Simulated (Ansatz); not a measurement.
**Meshes and cutoff for the phonons of CsH (Pm-3m)**

Aim: how dense must the meshes and how high the cutoff be for the phonons of CsH (Pm-3m)?

Main program and level: Ansatz 0.2.0; DFT LDA, scalar-relativistic, plane waves, PAW.

This is a report of a sequence of runs, with most program output left out.

### 1. Set-up

It takes space group Pm-3m (No. 221, cubic). Conventional cell: a = 3.639 Å, b = 3.639 Å, c = 3.639 Å, α = 90.00°, β = 90.00°, γ = 90.00°. Nearest to Cs lie 8 H at 3.15 Å. Nearest to H lie 8 Cs at 3.15 Å. Farther neighbours are not listed.

### 2. Relaxing to small forces for the phonons

Phonons need a cell at rest on their own settings, so the relaxation is repeated with tight tolerances on forces and stress, using the mesh and the filling of the phonon run that follows.

The input, input.yaml:

```yaml
crystal:
  lattice:
    - [3.6385986822, 0.0, 0.0]
    - [0.0, 3.6385986822, 0.0]
    - [0.0, 0.0, 3.6385986822]
  atoms:
    - { symbol: Cs, position: [0.0, 0.0, 0.0] }
    - { symbol: H, position: [0.5, 0.5, 0.5] }
kpoints:
  mp_grid: { grid: [8, 8, 8] }
hamiltonian:
  xc: lda
scf:
  occupations: { method: fixed }
output:
  forces: true
  stress: true
  eigenvalues: true
relax:
  adjacent_minimum: "off"
  f_tol: 0.001
  max_steps: 60
  cell: { stress_tol: 0.01 }
```

Run with:

```bash
> ansatz run input.yaml --threads 4 --pin off --max-ram 7168MiB --backend cpu --events-out ev --progress --plain --runs-dir out
```

The job ended after 1.5 s (4 threads of Intel Xeon 6975P-C (Granite Rapids), shared host; peak memory 0.37 GiB).

Little changed from the start: no atom moved by 0.005 Å and no cell edge by 0.1 %.

Numbers from this step:

| Item | Value |
| --- | --- |
| pressure | -0.003313 GPa |
| gap on the k-mesh | 2.420 eV |
| volume per atom | 24.09 Å³ |
| direct gap on mesh | 2.420 eV |

The forces vanish by symmetry and the pressure is -0.003 GPa, within the tolerances set. The cell now holds 24.09 Å³/atom.

### 3. The dispersion

Stability and thermal properties need the whole zone. Linear response on a 4×4×4 q mesh gives force constants as far as a supercell of that size would, and the tensors from the zone-centre run are typed in so that the long-range dipole term is interpolated apart.

input.yaml, the sections that differ from step 2:

```yaml
output:
  eigenvalues: true
phonons:
  method: dfpt
  qmesh: [4, 4, 4]
  temperatures: { t_max: 1000, t_step: 50 }
  qpath:
    path:
      - [[0.0, 0.0, 0.0], [0.0, 0.5, 0.0], [0.5, 0.5, 0.0], [0.0, 0.0, 0.0], [0.5, 0.5, 0.5], [0.0, 0.5, 0.0]]
      - [[0.5, 0.5, 0.5], [0.5, 0.5, 0.0]]
    npoints: 10
  non_analytic_term:
    high_frequency_dielectric_tensor: [[4.2015, 0.0, 0.0], [0.0, 4.2015, 0.0], [0.0, 0.0, 4.2015]]
    born_effective_charges:
      - { species: Cs, tensor: [[1.1643, 0.0, 0.0], [0.0, 1.1643, 0.0], [0.0, 0.0, 1.1643]] }
      - { species: H, tensor: [[-1.1643, 0.0, 0.0], [0.0, -1.1643, 0.0], [0.0, 0.0, -1.1643]] }
    source: "zone-centre run at this cell"
# crystal, kpoints, hamiltonian, scf: as in step 2
# relax: removed
```

The job ended after 37 s (4 threads; peak memory 0.69 GiB).

This step gave:

* sum-rule residual before enforcement: 1.81e-5 eV/Å²
* lowest frequency on the path: 0 cm⁻¹
* point group: m-3m
* highest frequency on the path or at a solved wavevector: 722.3 cm⁻¹
* mean frequency: 294.6 cm⁻¹
* Debye temperature (second moment): 705 K
* logarithmic mean frequency: 173.9 cm⁻¹
* highest optical mode at the zone centre (no LO-TO term): 416.1 cm⁻¹
* lowest optical zone-centre mode: 416.1 cm⁻¹
* lowest mode on the q mesh (acoustic modes at Γ apart): 26.11 cm⁻¹
* zero-point energy per atom: 54.78 meV
* heat capacity at 300 K: 19.90 J/(mol atoms K)
* vibrational entropy at 300 K: 32.41 J/(mol atoms K)
* edges of the widest gap between branches, on path and mesh: 96.5, 404.2 cm⁻¹

Frequencies (cm⁻¹) solved at each irreducible wavevector; negative means imaginary. Frequencies by wavevector, by row:

```csv
q in reciprocal lattice units,star,mode 1,mode 2,mode 3,mode 4,mode 5,mode 6
0 0 0,1,0,0,0,416.1,416.1,416.1
0 0 0.25,6,26.1,26.1,68.7,460.6,460.6,716.8
0 0 -0.5,3,31.9,31.9,96.5,497.5,497.5,722.3
0 0.25 0.25,12,28.7,63.3,73,459,464.2,654.5
0 0.25 -0.5,12,30.2,66.2,91.9,455.5,494.2,617.6
0 -0.5 -0.5,3,28,86.4,86.4,404.2,493.1,493.1
0.25 0.25 0.25,8,63.1,63.1,71.9,499.8,499.8,585
0.25 0.25 -0.5,12,61.8,65.7,87.9,463.5,532.6,575.6
0.25 -0.5 -0.5,6,61.2,83.3,83.3,511,535.7,535.7
-0.5 -0.5 -0.5,1,79.9,79.9,79.9,572.6,572.6,572.6
```

Interpolated from a 4×4×4 q mesh, with the LO-TO term (at Γ the limit along the path; where Γ stands inside the path, tables give the limit on arrival). Phonon branches along the path, in cm⁻¹:

| point | branch 1 | branch 2 | branch 3 | branch 4 | branch 5 | branch 6 |
| --- | --- | --- | --- | --- | --- | --- |
| Γ | 0 | 0 | 0 | 416 | 416 | 709 |
| halfway | 26 | 26 | 69 | 461 | 461 | 717 |
| X | 32 | 32 | 96 | 498 | 498 | 722 |
| halfway | 30 | 66 | 92 | 456 | 494 | 618 |
| M | 28 | 86 | 86 | 404 | 493 | 493 |
| halfway | 29 | 63 | 73 | 459 | 464 | 654 |
| Γ | 0 | 0 | 0 | 416 | 416 | 709 |
| halfway | 63 | 63 | 72 | 500 | 500 | 585 |
| R | 80 | 80 | 80 | 573 | 573 | 573 |
| halfway | 62 | 66 | 88 | 464 | 533 | 576 |
| X | 32 | 32 | 96 | 498 | 498 | 722 |
| jump to R | 80 | 80 | 80 | 573 | 573 | 573 |
| halfway | 61 | 83 | 83 | 511 | 536 | 536 |
| M | 28 | 86 | 86 | 404 | 493 | 493 |

Symmetry leaves 10 wavevectors to solve. The lowest mode among them, the acoustic zeros apart, lies at q = (0, 0, 0.25) and is real, 26.1 cm⁻¹.

### 4. Another q mesh, q mesh 2×2×2

The q mesh is changed to 2×2×2, to see how far the force constants must reach.

Edit input.yaml of step 3 so:

```diff
@@ -18,3 +18,3 @@
   method: dfpt
-  qmesh: [4, 4, 4]
+  qmesh: [2, 2, 2]
   temperatures: { t_max: 1000, t_step: 50 }
```

Elapsed: 8.4 s, on 4 threads; peak memory 0.55 GiB; 28 s of CPU time.

Numbers from this step:

```yaml
mean_frequency: 294.8 cm⁻¹
debye_temperature_second_moment: 706 K
logarithmic_mean_frequency: 172.8 cm⁻¹
lowest_mode_on_the_q_mesh_acoustic_modes_at_gamma_apart: 28.03 cm⁻¹
zero_point_energy_per_atom: 54.82 meV
heat_capacity_at_300_k: 19.88 J/(mol atoms K)
vibrational_entropy_at_300_k: 32.58 J/(mol atoms K)
```

Frequencies (cm⁻¹) solved at each irreducible wavevector; negative means imaginary. Frequencies by wavevector, by row:

```
q in reciprocal lattice units  star  mode 1  mode 2  mode 3  mode 4  mode 5  mode 6
                        0 0 0     1       0       0       0   416.1   416.1   416.1
                     0 0 -0.5     3    31.9    31.9    96.5   497.5   497.5   722.3
                  0 -0.5 -0.5     3      28    86.4    86.4   404.2   493.1   493.1
               -0.5 -0.5 -0.5     1    79.9    79.9    79.9   572.6   572.6   572.6
```

Interpolated from a 2×2×2 q mesh, rough between the solved points, with the LO-TO term (at Γ the limit along the path; where Γ stands inside the path, tables give the limit on arrival). Phonon branches along the path, in cm⁻¹:

| point | branch 1 | branch 2 | branch 3 | branch 4 | branch 5 | branch 6 |
| --- | --- | --- | --- | --- | --- | --- |
| Γ | 0 | 0 | 0 | 416 | 416 | 709 |
| halfway | 25 | 25 | 68 | 458 | 458 | 716 |
| X | 32 | 32 | 96 | 498 | 498 | 722 |
| halfway | 30 | 66 | 91 | 453 | 503 | 612 |
| M | 28 | 86 | 86 | 404 | 493 | 493 |
| halfway | 28 | 64 | 70 | 456 | 497 | 654 |
| Γ | 0 | 0 | 0 | 416 | 416 | 709 |
| halfway | 62 | 62 | 69 | 487 | 487 | 616 |
| R | 80 | 80 | 80 | 573 | 573 | 573 |
| halfway | 62 | 64 | 87 | 478 | 520 | 571 |
| X | 32 | 32 | 96 | 498 | 498 | 722 |
| jump to R | 80 | 80 | 80 | 573 | 573 | 573 |
| halfway | 60 | 83 | 83 | 497 | 534 | 534 |
| M | 28 | 86 | 86 | 404 | 493 | 493 |

The mean frequency is 294.8 cm⁻¹, +0.2 cm⁻¹ against the base run.

The highest branch reaches 722 cm⁻¹ on this path, at X. No branch goes imaginary on this path.

### 5. Another q mesh, k-mesh 9×9×9, q mesh 3×3×3

The q mesh is changed to 3×3×3, to see how far the force constants must reach; the k mesh is 9×9×9, against 8×8×8 in the base run, so that the q mesh divides it.

Edit input.yaml of step 4 so:

```diff
@@ -9,3 +9,3 @@
 kpoints:
-  mp_grid: { grid: [8, 8, 8] }
+  mp_grid: { grid: [9, 9, 9] }
 hamiltonian:
@@ -18,3 +18,3 @@
   method: dfpt
-  qmesh: [2, 2, 2]
+  qmesh: [3, 3, 3]
   temperatures: { t_max: 1000, t_step: 50 }
```

Wall time 18 s (4 threads); peak memory 0.77 GiB.

Frequencies (cm⁻¹) solved at each irreducible wavevector; negative means imaginary. Frequencies by wavevector, by row:

```csv
q in reciprocal lattice units,star,mode 1,mode 2,mode 3,mode 4,mode 5,mode 6
0 0 0,1,0,0,0,416.2,416.2,416.2
0 0 0.3333,6,29.7,29.7,83.8,479.8,479.8,719.7
0 0.3333 0.3333,12,29.4,76,82.7,445,480.1,598.2
0.3333 0.3333 0.3333,8,72.9,72.9,77.9,529.6,535.7,535.7
```

The mean frequency is 294.7 cm⁻¹, +0.1 cm⁻¹ against the base run, whose k mesh differs too.

### 6. Another q mesh, k-mesh 12×12×12, q mesh 6×6×6

The q mesh is changed to 6×6×6, to see how far the force constants must reach; the k mesh is 12×12×12, against 8×8×8 in the base run, so that the q mesh divides it.

Edit input.yaml of step 5 so:

```diff
@@ -9,3 +9,3 @@
 kpoints:
-  mp_grid: { grid: [9, 9, 9] }
+  mp_grid: { grid: [12, 12, 12] }
 hamiltonian:
@@ -18,3 +18,3 @@
   method: dfpt
-  qmesh: [3, 3, 3]
+  qmesh: [6, 6, 6]
   temperatures: { t_max: 1000, t_step: 50 }
```

The job ended after 4.3 min (4 threads; peak memory 2.1 GiB).

Frequencies (cm⁻¹) solved at each irreducible wavevector; negative means imaginary. Frequencies by wavevector, by row:

```
q in reciprocal lattice units  star  mode 1  mode 2  mode 3  mode 4  mode 5  mode 6
                        0 0 0     1       0       0       0   416.2   416.2   416.2
                   0 0 0.1667     6      20      20    48.7   439.5   439.5   713.3
                   0 0 0.3333     6    29.7    29.7    83.8   479.8   479.8   719.7
                     0 0 -0.5     3    31.9    31.9    96.5   497.5   497.5   722.3
              0 0.1667 0.1667    12    24.5      46    55.2   443.9   450.2   688.6
              0 0.1667 0.3333    24    29.6    51.9    82.9   469.1   476.7   674.9
                0 0.1667 -0.5    12    31.1    52.1    94.3   477.4   495.6   671.6
              0 0.3333 0.3333    12    29.4      76    82.7     445   480.1   598.2
                0 0.3333 -0.5    12    29.2    77.3    89.2   431.3   493.3   558.8
                  0 -0.5 -0.5     3      28    86.4    86.4   404.3   493.2   493.2
         0.1667 0.1667 0.1667     8    47.8    47.8    58.1   462.8   462.8   658.9
         0.1667 0.1667 0.3333    24    49.3      53    81.7   464.3   497.8   635.9
           0.1667 0.1667 -0.5    12    49.4    52.8    92.2   457.1     514   634.5
         0.1667 0.3333 0.3333    24    49.6    75.1    80.7     480   499.6   575.7
           0.1667 0.3333 -0.5    24      49      76    87.5   455.6     520   556.8
             0.1667 -0.5 -0.5     6      48    84.9    84.9   466.4   515.2   515.2
         0.3333 0.3333 0.3333     8    72.9    72.9    77.9   529.6   535.7   535.7
           0.3333 0.3333 -0.5    12    71.7    74.2    83.7   510.1   552.4   554.9
             0.3333 -0.5 -0.5     6    71.4    81.6    81.6   545.2   554.8   554.8
               -0.5 -0.5 -0.5     1    79.9    79.9    79.9   572.6   572.6   572.6
```

The mean frequency is 294.5 cm⁻¹, -0.1 cm⁻¹ against the base run, whose k mesh differs too.

### 7. The series together

Times are for 4 threads of Intel Xeon 6975P-C (Granite Rapids), shared host. Results by setting:

```
no.  q mesh    k-mesh  mean frequency (cm⁻¹)  zero-point energy per atom (meV)  lowest frequency on the path (cm⁻¹)     time  memory (GiB)
  1   2×2×2     8×8×8                  294.8                             54.82                                    0    8.4 s          0.55
  2   3×3×3     9×9×9                  294.7                             54.81                                    0     18 s          0.77
  3   6×6×6  12×12×12                  294.5                             54.77                                    0  4.3 min           2.1
```

The runs together. Phonon density of states against wavenumber; read off at these points; values in 1/cm⁻¹/cell:

```
wavenumber (cm⁻¹)  2×2×2, 8×8×8  3×3×3, 9×9×9  6×6×6, 12×12×12
                5        2.2e-4        1.9e-4           1.8e-4
               25        0.0170        0.0141           0.0136
               35        0.0488        0.0506           0.0498
               55        0.0328        0.0322           0.0327
               75        0.0506        0.0460           0.0490
               85        0.0671        0.0721           0.0705
              105             0             0                0
              125             0             0                0
              155             0             0                0
              175             0             0                0
              205             0             0                0
              225             0             0                0
              255             0             0                0
              275             0             0                0
              305             0             0                0
              325             0             0                0
              355             0             0                0
              375             0             0                0
              405        2.1e-4        1.0e-5           1.3e-4
              425       0.00373       0.00368          0.00365
              455        0.0182        0.0170           0.0235
              465        0.0265        0.0280           0.0312
              475        0.0242        0.0275           0.0202
              505        0.0415        0.0185           0.0174
              525       0.00907       0.00941           0.0106
              555        0.0112        0.0129           0.0153
              575       0.00517       0.00639          0.00492
              605       0.00439       0.00375          0.00434
              625       0.00432       0.00373          0.00432
              655       0.00445       0.00391          0.00449
              675       0.00486       0.00432          0.00477
              705       0.00646        0.0076          0.00605
              725        4.0e-5        8.0e-5           5.0e-5
```

The runs together, line C_V. The C_V by temperature; values in J/mol-atom/K:

| temperature (K) | 2×2×2, 8×8×8 | 3×3×3, 9×9×9 | 6×6×6, 12×12×12 |
| --- | --- | --- | --- |
| 0 | 0 | 0 | 0 |
| 50 | 9.56 | 9.50 | 9.5 |
| 100 | 12.1 | 12.1 | 12.1 |
| 150 | 14.3 | 14.3 | 14.3 |
| 200 | 16.6 | 16.6 | 16.6 |
| 250 | 18.5 | 18.5 | 18.5 |
| 300 | 19.9 | 19.9 | 19.9 |
| 350 | 20.9 | 20.9 | 20.9 |
| 400 | 21.7 | 21.7 | 21.7 |
| 450 | 22.3 | 22.3 | 22.3 |
| 500 | 22.7 | 22.7 | 22.7 |
| 550 | 23.1 | 23.1 | 23.1 |
| 600 | 23.4 | 23.4 | 23.4 |
| 650 | 23.6 | 23.6 | 23.6 |
| 700 | 23.8 | 23.8 | 23.8 |
| 750 | 23.9 | 23.9 | 23.9 |
| 800 | 24.0 | 24.0 | 24.0 |
| 850 | 24.1 | 24.1 | 24.1 |
| 900 | 24.2 | 24.2 | 24.2 |
| 950 | 24.3 | 24.3 | 24.3 |
| 1000 | 24.3 | 24.3 | 24.3 |

### 8. Another k mesh, k-mesh 2×2×2, q mesh 2×2×2

The k mesh is changed to 2×2×2 on a small fixed q mesh, to find the coarsest that serves.

input.yaml, the sections that differ from step 6:

```yaml
kpoints:
  mp_grid: { grid: [2, 2, 2] }
phonons:
  method: dfpt
  dielectric: true
  rigid_motions: translations
  qmesh: [2, 2, 2]
  temperatures: { t_max: 1000, t_step: 50 }
  qpath:
    path:
      - [[0.0, 0.0, 0.0], [0.0, 0.5, 0.0], [0.5, 0.5, 0.0], [0.0, 0.0, 0.0], [0.5, 0.5, 0.5], [0.0, 0.5, 0.0]]
      - [[0.5, 0.5, 0.5], [0.5, 0.5, 0.0]]
    npoints: 10
# crystal, hamiltonian, scf, output: as in step 6
```

Run time: 3.5 s. Hardware: 4 threads; peak memory 0.43 GiB; 8.7 s of CPU time.

The run finished; it serves as a test, and its numbers are not taken as the result.

### 9. Another k mesh, k-mesh 4×4×4, q mesh 2×2×2

The k mesh is changed to 4×4×4 on a small fixed q mesh, to find the coarsest that serves.

Edit input.yaml of step 8 so:

```diff
@@ -9,3 +9,3 @@
 kpoints:
-  mp_grid: { grid: [2, 2, 2] }
+  mp_grid: { grid: [4, 4, 4] }
 hamiltonian:
```

Run time: 4.3 s. Hardware: 4 threads; peak memory 0.46 GiB.

The run finished; it serves as a test, and its numbers are not taken as the result.

### 10. Another k mesh, k-mesh 6×6×6, q mesh 2×2×2

The k mesh is changed to 6×6×6 on a small fixed q mesh, to find the coarsest that serves.

Edit input.yaml of step 9 so:

```diff
@@ -9,3 +9,3 @@
 kpoints:
-  mp_grid: { grid: [4, 4, 4] }
+  mp_grid: { grid: [6, 6, 6] }
 hamiltonian:
```

Run time: 7.7 s. Hardware: 4 threads; peak memory 0.49 GiB; 23 s of CPU time.

A gap read on the k-mesh alone can miss the band edges.

The highest optical mode at the zone centre (no LO-TO term) is 415.0 cm⁻¹, -1.1 cm⁻¹ against the base run.

The log warns of the k mesh: “the force constants stand on the 6×6×6 k-mesh, whose period is 11.11 times the interband length at k = (-0.5000, -0.5000, -0.5000), direct gap 2.419 eV, under 14: take them and everything formed from them as unconverged”.

### 11. Another k mesh, q mesh 2×2×2

The k mesh is changed to 8×8×8 on a small fixed q mesh, to find the coarsest that serves.

Edit input.yaml of step 10 so:

```diff
@@ -9,3 +9,3 @@
 kpoints:
-  mp_grid: { grid: [6, 6, 6] }
+  mp_grid: { grid: [8, 8, 8] }
 hamiltonian:
```

Wall time 9.7 s (4 threads); peak memory 0.55 GiB.

Frequencies (cm⁻¹) solved at each irreducible wavevector; negative means imaginary. Frequencies by wavevector, by row:

(Unchanged from step 4.)

The highest optical mode at the zone centre (no LO-TO term) is 416.1 cm⁻¹, +0.0 cm⁻¹ against the base run.

The log warns of the k mesh: “the force constants stand on the 8×8×8 k-mesh, whose period is 13.39 times the interband length at k = (-0.5000, -0.5000, -0.5000), direct gap 2.420 eV, under 14: take them and everything formed from them as unconverged”.

### 12. Another k mesh, k-mesh 12×12×12, q mesh 2×2×2

The k mesh is changed to 12×12×12 on a small fixed q mesh, to find the coarsest that serves.

Edit input.yaml of step 11 so:

```diff
@@ -9,3 +9,3 @@
 kpoints:
-  mp_grid: { grid: [8, 8, 8] }
+  mp_grid: { grid: [12, 12, 12] }
 hamiltonian:
```

Wall time 21 s (4 threads); peak memory 0.8 GiB; 72 s of CPU time.

The highest optical mode at the zone centre (no LO-TO term) is 416.2 cm⁻¹, +0.1 cm⁻¹ against the base run.

### 13. Comparing the runs

Times are for 4 threads of Intel Xeon 6975P-C (Granite Rapids), shared host. The runs compared:

```
no.    k-mesh  lowest mode on the q mesh (acoustic modes at Γ apart) (cm⁻¹)  highest frequency on the path or at a solved wavevector (cm⁻¹)   time  memory (GiB)
  1     6×6×6                                                         28.07                                                           722.4  7.7 s          0.49
  2     8×8×8                                                         28.03                                                           722.3  9.7 s          0.55
  3  12×12×12                                                         28.03                                                           722.3   21 s           0.8
```

The runs together. Table of phonon density of states by wavenumber; read off at these points; values in 1/cm⁻¹/cell:

| wavenumber (cm⁻¹) | 6×6×6 | 8×8×8 | 12×12×12 |
| --- | --- | --- | --- |
| 5 | 2.2e-4 | 2.2e-4 | 2.2e-4 |
| 35 | 0.0488 | 0.0488 | 0.0488 |
| 75 | 0.0507 | 0.0506 | 0.0506 |
| 85 | 0.0669 | 0.0671 | 0.0671 |
| 105 | 0 | 0 | 0 |
| 145 | 0 | 0 | 0 |
| 175 | 0 | 0 | 0 |
| 215 | 0 | 0 | 0 |
| 245 | 0 | 0 | 0 |
| 275 | 0 | 0 | 0 |
| 315 | 0 | 0 | 0 |
| 345 | 0 | 0 | 0 |
| 385 | 0 | 0 | 0 |
| 415 | 0.00171 | 0.00156 | 0.00155 |
| 455 | 0.0185 | 0.0182 | 0.0181 |
| 465 | 0.0265 | 0.0265 | 0.0266 |
| 485 | 0.0161 | 0.0162 | 0.0162 |
| 505 | 0.0412 | 0.0415 | 0.0415 |
| 515 | 0.0137 | 0.0140 | 0.0141 |
| 555 | 0.0113 | 0.0112 | 0.0112 |
| 585 | 0.00471 | 0.00471 | 0.00472 |
| 625 | 0.00432 | 0.00432 | 0.00432 |
| 655 | 0.00447 | 0.00445 | 0.00445 |
| 695 | 0.00588 | 0.00571 | 0.00568 |
| 725 | 4.0e-5 | 4.0e-5 | 3.0e-5 |

[end of part 1 of 2]

[Logs are printed without paths, hosts, clocks, repeated set-up lines and the standing remarks that a program may print on its own settings, such as how far it seeks lower states.]

[Hosts, paths, dates, database ids (printed as entryN), source tags and the programs' standing remarks are cut or masked in the printed files.]
